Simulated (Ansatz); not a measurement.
**How Ag(111) screens a field**

Wanted: the response of a Ag(111) slab to a perpendicular field.

Calculated with Ansatz 0.2.0; plane-wave DFT, LDA, Ansatz PAW.

## (1) The starting structure

The cell holds 7 atoms: 7 Ag. Its edges and angles: a = 2.892 Å, b = 2.892 Å, c = 32.168 Å, α = 90.0°, β = 90.0°, γ = 60.0°. Vacuum lies along c.

## (2) Atoms held, field 0

A sawtooth potential applies the field, turning back in the middle of the vacuum. With the dipole correction the typed value is the field outside the slab. The induced dipole is small, so the SCF threshold is tight.

input.yaml reads:

```yaml
crystal:
  lattice:
    - [2.8920667351, 0.0, 0.0]
    - [1.4460333675, 2.504603262, 0.0]
    - [0.0, 0.0, 32.1681756059]
  atoms:
    - { symbol: Ag, position: [0.0, 0.0, 0.2797796216] }
    - { symbol: Ag, position: [0.3333333333, 0.3333333333, 0.3531864144] }
    - { symbol: Ag, position: [0.6666666667, 0.6666666667, 0.4265932072] }
    - { symbol: Ag, position: [0.0, 0.0, 0.5] }
    - { symbol: Ag, position: [0.3333333333, 0.3333333333, 0.5734067928] }
    - { symbol: Ag, position: [0.6666666667, 0.6666666667, 0.6468135856] }
    - { symbol: Ag, position: [0.0, 0.0, 0.7202203784] }
kpoints:
  mp_grid: { grid: [24, 24, 1] }
hamiltonian:
  xc: lda
scf:
  occupations: { method: fermi_dirac, width: 0.1 }
  convergence: { dr2_threshold: 1.0e-10 }
efield:
  axis: 3
  dipole_correction: true
  ramp_position: 0.97
  ramp_width: 0.06
  amplitude: 0
output:
  forces: true
  write_potential: true
  write_density: true
  volumetric_format: npy
```

Run with:

```bash
ansatz run input.yaml --threads 4 --pin off --max-ram 6144MiB --backend cpu --events-out ev --progress --plain --runs-dir out
```

Numbers of over 12 decimals in the logs are rounded to 6 here.

The log of the run:

```text
Engine: ansatz 0.2.0, x86_64-unknown-linux-gnu
Pseudopotentials: kind: paw
Pseudopotential: Ag, paw, valence charge 19, recommended cutoff 420 eV (normal), Ag.paw.azcp
Functional definition: SPW92
  exchange = slater_x
  correlation = pw_c
Crystal: 7 atoms, lattice volume = 233.010 Å³
Basis set: ecut = 420 eV, 4547 PW (Γ)
Bands: 80, of which v1, the nominal top of the filled ones, is band 67 counted from 1 (66 counted from 0)
Symmetry: 6 space group operations
k-points: 61 of 576 (time reversal used)
Non-local potential: Ag, projectors of the file, l = 0: 3, l = 1: 2, l = 2: 2, l = 3: 1
PAW form: soft (Blöchl's): semilocal exchange-correlation on the pseudo side does not see the compensation charge
PAW frozen core: Ag, regenerated for the run's functional, and the local potential with it (the file was generated under x = pbe(κ = 0.804, μ = 0.219515), c = pbe(β = 0.066725))
PAW one-centre angular grid: Ag, 590 points (default); XC on 64 Gauss nodes
Initial density: superposition of atomic densities (neutral atoms: chi_scale 0, normalization atom), corrected by the library's trained network
Initial wavefunctions: pseudopotential atomic-orbital guess
Functional: x = slater, c = lda
SCF iter   1: F=—  HF=-52205.887419 eV  |F-HF|=—  |Δ(HF+E_count)|=         —  Δρ=9.60e-3  dr2=1.85e-1  ethr=1.77e-3  p=0.000 e·Å  D=3.74e-13 V/Å  ΔV_dip=-0.00 eV  dr2_dipole=3.09e-10  V_vac-E_F(+/−)=4.76/4.76 eV  ⟨swp⟩=7.2  Hψ=19428  notcnv=0  defer=138
efield: sawtooth ramp at fractional position 0.9700 (set: `efield.ramp_position`, or a place that a band, a saddle search or an elastic batch's reference lends), width 0.0600; the density the first Hamiltonian is built on has a dipole p = 0.000 e·Å; the dipole correction subtracts the counter field D = 3.74e-13 V/Å, which shifts the + side's vacuum level by -0.00 eV against the − side's; the planar-averaged density in the ramp window peaks in size at 3.4e-6 e/Å³
preconditioner: auto → LDOS  [metal: Δε(μ)=0.029 eV  Ē_g=9.649 eV  σ=0.100 eV  W_gap=0.07  n_scr=24 (ndim 8)  ℏωp=21.3 eV  f_vac=0.462  D(μ)=1.76/eV (n_scr^D=10)  β→1.0]
SCF iter   2: F=—  HF=-52205.971964 eV  |F-HF|=—  |Δ(HF+E_count)|=   8.45e-2  Δρ=1.52e-2  dr2=4.38e-1  ethr=1.39e-4  p=0.000 e·Å  D=5.79e-6 V/Å  ΔV_dip=-0.00 eV  dr2_dipole=1.06e-9  V_vac-E_F(+/−)=4.92/4.92 eV  ⟨swp⟩=2.5  Hψ=10307  notcnv=0  defer=245
SCF iter   3: F=—  HF=-52205.838935 eV  |F-HF|=—  |Δ(HF+E_count)|=   1.33e-1  Δρ=8.70e-4  dr2=1.20e-3  ethr=1.39e-4  p=0.000 e·Å  D=1.19e-6 V/Å  ΔV_dip=-0.00 eV  dr2_dipole=2.54e-10  V_vac-E_F(+/−)=4.87/4.87 eV  ⟨swp⟩=2.0  Hψ=9258  notcnv=0  defer=245
SCF iter   4: F=—  HF=-52205.837933 eV  |F-HF|=—  |Δ(HF+E_count)|=   1.00e-3  Δρ=1.80e-4  dr2=8.12e-5  ethr=9.01e-7  p=0.000 e·Å  D=3.36e-7 V/Å  ΔV_dip=-0.00 eV  dr2_dipole=2.73e-10  V_vac-E_F(+/−)=4.87/4.87 eV  ⟨swp⟩=3.0  Hψ=11000  notcnv=0  defer=245
SCF iter   5: F=—  HF=-52205.837927 eV  |F-HF|=—  |Δ(HF+E_count)|=   5.73e-6  Δρ=6.18e-5  dr2=8.51e-6  ethr=6.10e-8  p=0.000 e·Å  D=2.39e-7 V/Å  ΔV_dip=-0.00 eV  dr2_dipole=7.03e-11  V_vac-E_F(+/−)=4.86/4.87 eV  ⟨swp⟩=2.2  Hψ=7516  notcnv=0  defer=245
SCF iter   6: F=—  HF=-52205.838136 eV  |F-HF|=—  |Δ(HF+E_count)|=   2.09e-4  Δρ=7.07e-6  dr2=1.32e-7  ethr=6.40e-9  p=0.000 e·Å  D=5.10e-8 V/Å  ΔV_dip=-0.00 eV  dr2_dipole=9.02e-12  V_vac-E_F(+/−)=4.86/4.86 eV  ⟨swp⟩=2.9  Hψ=10446  notcnv=0  defer=244
SCF iter   7: F=—  HF=-52205.838136 eV  |F-HF|=—  |Δ(HF+E_count)|=   1.68e-8  Δρ=4.23e-6  dr2=4.05e-8  ethr=9.96e-11  p=0.000 e·Å  D=1.41e-9 V/Å  ΔV_dip=-0.00 eV  dr2_dipole=9.08e-13  V_vac-E_F(+/−)=4.86/4.86 eV  ⟨swp⟩=2.1  Hψ=8715  notcnv=0  defer=244
SCF iter   8: F=—  HF=-52205.838136 eV  |F-HF|=—  |Δ(HF+E_count)|=   6.96e-9  Δρ=1.06e-6  dr2=2.37e-9  ethr=3.05e-11  p=-0.000 e·Å  D=-6.24e-9 V/Å  ΔV_dip=0.00 eV  dr2_dipole=7.17e-14  V_vac-E_F(+/−)=4.86/4.86 eV  ⟨swp⟩=2.1  Hψ=7036  notcnv=0  defer=244
SCF iter   9: F=—  HF=-52205.838136 eV  |F-HF|=—  |Δ(HF+E_count)|=  1.02e-10  Δρ=4.29e-7  dr2=3.98e-10  ethr=1.78e-12  p=-0.000 e·Å  D=-7.99e-9 V/Å  ΔV_dip=0.00 eV  dr2_dipole=1.40e-15  V_vac-E_F(+/−)=4.86/4.86 eV  ⟨swp⟩=3.0  Hψ=10248  notcnv=0  defer=242
SCF iter  10: F=-52205.838136 eV  HF=-52205.838136 eV  |F-HF|=2.47e-10  |Δ(HF+E_count)|=  2.33e-10  Δρ=8.59e-8  dr2=2.05e-11  ethr=1.00e-12  p=-0.000 e·Å  D=-4.47e-9 V/Å  ΔV_dip=0.00 eV  dr2_dipole=8.46e-15  V_vac-E_F(+/−)=4.86/4.86 eV  ⟨swp⟩=16.8  Hψ=31128  notcnv=0
SCF 1 converged in 10 iterations: F = -52205.838136 eV  dr2 = 2.05e-11
  greatest PAW one-centre occupation: 1.002 electrons in one spin orbital (limit 2), on the Ag atom at site 3 (counted from 0), in its partial waves of l = 0
WARN: The output density's exchange-correlation potential varies sharply where the density is thin. Do not read a vacuum level from v_tot or v_xc, or from such a field of the output density. On a cell that repeats whose density bears no net charge and no dipole along the vacuum's axis use v_es (v_loc + v_h of the components); under efield.dipole_correction with no amplitude use v_es + v_field, which holds any externa [...]
SCF converged after 10 iterations
Free energy (F): -52205.838136 eV
Harris-Foulkes:  -52205.838136 eV  (|F-HF|=2.47e-10)
Internal energy: -52205.778670 eV  (E = F + TS)
E sigma→0 (E₀):  -52205.808403 eV
Entropy (-TS):   -0.059466 eV (-8.495 meV/atom)
Fermi energy:    6.339013 eV
Dipole field:    D = 0.000000 V/Å  (p = 0.000000 e·Å, saw-weighted, corrected)
Work function:   Φ+ = 4.8633 eV   Φ− = 4.8634 eV
Levels:          The Fermi level and band energies are counted from a zero that moves with the ramp; work functions are not
--- Per-component energies (eV) ---
  E_band       = -3084.839300
  E_kinetic    = 3690.136045
  E_local      = -300058.559280  (includes V_loc(G=0)·N_el)
  E_nonlocal   = 606.285955
  E_hartree    = 148605.173396
  E_xc         = -1283.451705
  E_vxc        = -1639.196079  (∫ρ·V_xc dr)
  E_paw        = -26392.824391  (= ΣΔE_a)
  E_vpaw       = -2893.852321  (= ΣTr[D̂ρ^β])
  E_aug_tail   = 0.001902  (compensation charges beyond the density's cutoff)
  E_efield     = 0.000000  (sawtooth field / dipole correction)
  E_vefield    = 0.000000  (∫n·V_field dr)
  E_ewald      = 122622.385755
  E_core_change = 5.073652  (= ΣΔE_core)
  E_smearing   = -0.059466  (= −TS)
  E_closure    = -0.000000  (closes the sum)
  Σ components = -52205.838136   (vs F -52205.838136, Δ=0.00e0)
--- Forces (eV/Å), atoms counted from 1 ---
  atom   1  Ag     0.00000000     0.00000000     0.37437058
  atom   2  Ag    -0.00000000     0.00000000     0.00707660
  atom   3  Ag    -0.00000000    -0.00000000    -0.03307451
  atom   4  Ag     0.00000000     0.00000000    -0.00000000
  atom   5  Ag     0.00000000     0.00000000     0.03307451
  atom   6  Ag     0.00000000    -0.00000000    -0.00707659
  atom   7  Ag    -0.00000000     0.00000000    -0.37437060
  max |Σ_I F_I| component: 1.67e-8 eV/Å
--- Band table (eV; the first three rows and the last of 61) ---
  k-point 0: bands = [... 63 lower, 3.1144, 3.3070, 3.3070, 3.4038, 3.4038, 4.2995, 5.8910, 6.3723, ... 9 higher]
  k-point 1: bands = [... 63 lower, 3.1152, 3.3009, 3.3083, 3.4059, 3.4080, 4.4496, 5.9802, 6.4880, ... 9 higher]
  k-point 2: bands = [... 63 lower, 3.1173, 3.2011, 3.3119, 3.4118, 3.6829, 4.7722, 6.2265, 6.8091, ... 9 higher]
  k-point 60: bands = [... 63 lower, 9.5013, 9.5284, 9.5284, 9.7706, 9.9741, 9.9741, 10.4609, 10.4609, ... 9 higher]
```

Run time: 36 s. Hardware: 4 threads of Intel Xeon Platinum 8375C at 2.90GHz (Ice Lake), shared host; peak memory 1.2 GiB; 2.3 min of CPU time.

This step gave:

```
energy at zero smearing   : -52205.8084 eV
work function, upper face : 4.863 eV
dipole along the normal   : 1.42e-7 e·Å
```

Running mean over 2.361 Å of the planar mean; the ramp of the sawtooth is left out. Table of electron's electrostatic potential energy less the Fermi level by z:

```
z (Å)  electron's electrostatic potential energy less the Fermi level (eV)
    4                                                                 4.86
    5                                                                 4.86
    6                                                                 4.80
    7                                                                 3.93
    8                                                                -1.88
    9                                                                -5.51
   10                                                                -5.70
   11                                                                -5.77
   12                                                                -5.77
   13                                                                -5.76
   14                                                                -5.76
   15                                                                -5.76
   16                                                                -5.76
   17                                                                -5.76
   18                                                                -5.76
   19                                                                -5.76
   20                                                                -5.77
   21                                                                -5.78
   22                                                                -5.71
   23                                                                -5.59
   24                                                                -2.98
   25                                                                 3.36
   26                                                                 4.76
   27                                                                 4.86
   28                                                                 4.86
```

Force by atom:

```
atom  x (eV/Å)  y (eV/Å)  z (eV/Å)   size
 Ag1     0.000     0.000     0.374  0.374
 Ag2     0.000     0.000     0.007  0.007
 Ag3     0.000     0.000    -0.033  0.033
 Ag4     0.000     0.000     0.000  0.000
 Ag5     0.000     0.000     0.033  0.033
 Ag6     0.000     0.000    -0.007  0.007
 Ag7     0.000     0.000    -0.374  0.374
```

The work function of the upper face is 4.86 eV.

## (3) Atoms held, field 0.05 V/Å

Changes to input.yaml since step 2:

```diff
@@ -25,3 +25,3 @@
   ramp_width: 0.06
-  amplitude: 0
+  amplitude: 0.05
 output:
```

The log of the run:

```text
[...]
Crystal: 7 atoms, lattice volume = 233.010 Å³
Basis set: ecut = 420 eV, 4547 PW (Γ)
Bands: 80, of which v1, the nominal top of the filled ones, is band 67 counted from 1 (66 counted from 0)
Symmetry: 6 space group operations
k-points: 61 of 576 (time reversal used)
[...]
k-point 0: bands = [... 63 lower, 3.1142, 3.3069, 3.3069, 3.4037, 3.4037, 4.2994, 5.8907, 6.3723, ... 9 higher]
  k-point 1: bands = [... 63 lower, 3.1151, 3.3008, 3.3082, 3.4057, 3.4079, 4.4495, 5.9800, 6.4879, ... 9 higher]
  k-point 2: bands = [... 63 lower, 3.1172, 3.2010, 3.3118, 3.4116, 3.6827, 4.7720, 6.2263, 6.8090, ... 9 higher]
  k-point 60: bands = [... 63 lower, 9.5012, 9.5282, 9.5283, 9.7705, 9.9738, 9.9741, 10.4601, 10.4615, ... 9 higher]
[key lines of the parts left out:]
SCF converged after 12 iterations
Free energy (F): -52205.839007 eV
Fermi energy:    6.338873 eV
Dipole field:    D = 0.027045 V/Å  (p = 0.034826 e·Å, saw-weighted, corrected)
```

Run time: 40 s. Hardware: 4 threads; peak memory 1.2 GiB.

The dipole is 0.0348 e·Å.

## (4) Single point, field -0.05 V/Å

Changes to input.yaml since step 3:

```diff
@@ -25,3 +25,3 @@
   ramp_width: 0.06
-  amplitude: 0.05
+  amplitude: -0.05
 output:
```

The log of the run:

```text
[...]
Crystal: 7 atoms, lattice volume = 233.010 Å³
Basis set: ecut = 420 eV, 4547 PW (Γ)
Bands: 80, of which v1, the nominal top of the filled ones, is band 67 counted from 1 (66 counted from 0)
Symmetry: 6 space group operations
k-points: 61 of 576 (time reversal used)
[...]
k-point 0: bands = [... 63 lower, 3.1142, 3.3069, 3.3069, 3.4037, 3.4037, 4.2994, 5.8907, 6.3723, ... 9 higher]
  k-point 1: bands = [... 63 lower, 3.1151, 3.3008, 3.3082, 3.4057, 3.4079, 4.4495, 5.9800, 6.4879, ... 9 higher]
  k-point 2: bands = [... 63 lower, 3.1172, 3.2010, 3.3118, 3.4116, 3.6827, 4.7720, 6.2263, 6.8090, ... 9 higher]
  k-point 60: bands = [... 63 lower, 9.5012, 9.5282, 9.5283, 9.7705, 9.9738, 9.9741, 10.4601, 10.4615, ... 9 higher]
[key lines of the parts left out:]
SCF converged after 12 iterations
Free energy (F): -52205.839007 eV
Fermi energy:    6.338873 eV
Dipole field:    D = -0.027045 V/Å  (p = -0.034826 e·Å, saw-weighted, corrected)
```

It took 40 s on 4 threads; peak memory 1.2 GiB.

The dipole is -0.0348 e·Å.

## (5) Atoms held, field 0.1 V/Å

Changes to input.yaml since step 4:

```diff
@@ -25,3 +25,3 @@
   ramp_width: 0.06
-  amplitude: -0.05
+  amplitude: 0.1
 output:
```

The log of the run:

```text
[...]
Crystal: 7 atoms, lattice volume = 233.010 Å³
Basis set: ecut = 420 eV, 4547 PW (Γ)
Bands: 80, of which v1, the nominal top of the filled ones, is band 67 counted from 1 (66 counted from 0)
Symmetry: 6 space group operations
k-points: 61 of 576 (time reversal used)
[...]
k-point 0: bands = [... 63 lower, 3.1138, 3.3065, 3.3065, 3.4033, 3.4033, 4.2990, 5.8898, 6.3723, ... 9 higher]
  k-point 1: bands = [... 63 lower, 3.1147, 3.3004, 3.3078, 3.4053, 3.4075, 4.4491, 5.9792, 6.4879, ... 9 higher]
  k-point 2: bands = [... 63 lower, 3.1168, 3.2006, 3.3114, 3.4112, 3.6823, 4.7716, 6.2256, 6.8089, ... 9 higher]
  k-point 60: bands = [... 63 lower, 9.5008, 9.5278, 9.5279, 9.7701, 9.9732, 9.9739, 10.4590, 10.4618, ... 9 higher]
[key lines of the parts left out:]
SCF converged after 12 iterations
Free energy (F): -52205.841619 eV
Fermi energy:    6.338455 eV
Dipole field:    D = 0.054092 V/Å  (p = 0.069654 e·Å, saw-weighted, corrected)
```

The job ended after 41 s (4 threads; peak memory 1.2 GiB).

The dipole is 0.0697 e·Å.

## (6) Single point, field -0.1 V/Å

Changes to input.yaml since step 5:

```diff
@@ -25,3 +25,3 @@
   ramp_width: 0.06
-  amplitude: 0.1
+  amplitude: -0.1
 output:
```

The log of the run:

```text
[...]
Crystal: 7 atoms, lattice volume = 233.010 Å³
Basis set: ecut = 420 eV, 4547 PW (Γ)
Bands: 80, of which v1, the nominal top of the filled ones, is band 67 counted from 1 (66 counted from 0)
Symmetry: 6 space group operations
k-points: 61 of 576 (time reversal used)
[...]
k-point 0: bands = [... 63 lower, 3.1138, 3.3065, 3.3065, 3.4033, 3.4033, 4.2990, 5.8898, 6.3723, ... 9 higher]
  k-point 1: bands = [... 63 lower, 3.1147, 3.3004, 3.3078, 3.4053, 3.4075, 4.4491, 5.9792, 6.4879, ... 9 higher]
  k-point 2: bands = [... 63 lower, 3.1168, 3.2006, 3.3114, 3.4112, 3.6823, 4.7716, 6.2256, 6.8089, ... 9 higher]
  k-point 60: bands = [... 63 lower, 9.5008, 9.5278, 9.5279, 9.7701, 9.9732, 9.9739, 10.4590, 10.4618, ... 9 higher]
[key lines of the parts left out:]
SCF converged after 12 iterations
Free energy (F): -52205.841619 eV
Fermi energy:    6.338455 eV
Dipole field:    D = -0.054092 V/Å  (p = -0.069654 e·Å, saw-weighted, corrected)
```

The job ended after 41 s (4 threads; peak memory 1.2 GiB; 2.6 min of CPU time).

The dipole is -0.0697 e·Å.

## (7) Atoms held, field 0.2 V/Å

Changes to input.yaml since step 6:

```diff
@@ -25,3 +25,3 @@
   ramp_width: 0.06
-  amplitude: -0.1
+  amplitude: 0.2
 output:
```

The log of the run:

```text
[...]
Crystal: 7 atoms, lattice volume = 233.010 Å³
Basis set: ecut = 420 eV, 4547 PW (Γ)
Bands: 80, of which v1, the nominal top of the filled ones, is band 67 counted from 1 (66 counted from 0)
Symmetry: 6 space group operations
k-points: 61 of 576 (time reversal used)
[...]
k-point 0: bands = [... 63 lower, 3.1123, 3.3050, 3.3050, 3.4017, 3.4017, 4.2973, 5.8864, 6.3724, ... 9 higher]
  k-point 1: bands = [... 63 lower, 3.1131, 3.2988, 3.3063, 3.4037, 3.4059, 4.4474, 5.9759, 6.4878, ... 9 higher]
  k-point 2: bands = [... 63 lower, 3.1152, 3.1990, 3.3099, 3.4096, 3.6807, 4.7699, 6.2227, 6.8083, ... 9 higher]
  k-point 60: bands = [... 63 lower, 9.4991, 9.5261, 9.5263, 9.7685, 9.9713, 9.9726, 10.4561, 10.4616, ... 9 higher]
[key lines of the parts left out:]
SCF converged after 12 iterations
Free energy (F): -52205.852067 eV
Fermi energy:    6.336776 eV
Dipole field:    D = 0.108196 V/Å  (p = 0.139323 e·Å, saw-weighted, corrected)
```

Elapsed: 42 s, on 4 threads; peak memory 1.2 GiB.

The dipole is 0.139 e·Å.

## (8) Atoms held, field -0.2 V/Å

Changes to input.yaml since step 7:

```diff
@@ -25,3 +25,3 @@
   ramp_width: 0.06
-  amplitude: 0.2
+  amplitude: -0.2
 output:
```

The log of the run:

```text
[...]
Crystal: 7 atoms, lattice volume = 233.010 Å³
Basis set: ecut = 420 eV, 4547 PW (Γ)
Bands: 80, of which v1, the nominal top of the filled ones, is band 67 counted from 1 (66 counted from 0)
Symmetry: 6 space group operations
k-points: 61 of 576 (time reversal used)
[...]
k-point 0: bands = [... 63 lower, 3.1123, 3.3050, 3.3050, 3.4017, 3.4017, 4.2973, 5.8864, 6.3724, ... 9 higher]
  k-point 1: bands = [... 63 lower, 3.1131, 3.2988, 3.3063, 3.4037, 3.4059, 4.4474, 5.9759, 6.4878, ... 9 higher]
  k-point 2: bands = [... 63 lower, 3.1152, 3.1990, 3.3099, 3.4096, 3.6807, 4.7699, 6.2227, 6.8083, ... 9 higher]
  k-point 60: bands = [... 63 lower, 9.4991, 9.5261, 9.5263, 9.7685, 9.9713, 9.9726, 10.4561, 10.4616, ... 9 higher]
[key lines of the parts left out:]
SCF converged after 12 iterations
Free energy (F): -52205.852067 eV
Fermi energy:    6.336776 eV
Dipole field:    D = -0.108196 V/Å  (p = -0.139323 e·Å, saw-weighted, corrected)
```

Elapsed: 42 s, on 4 threads; peak memory 1.2 GiB.

The dipole is -0.139 e·Å.

(Continued in part 2 of 2.)

[Logs are printed without paths, hosts, clocks, repeated set-up lines and the standing remarks that a program may print on its own settings, such as how far it seeks lower states.]

[Hosts, paths, dates, database ids (printed as entryN), source tags and the programs' standing remarks are cut or masked in the printed files.]

[Maps of the electrostatic potential energy from Ansatz leave out the sawtooth potential of an applied field or a dipole correction, so their vacuum need not be flat; planar profiles and work functions include it.]
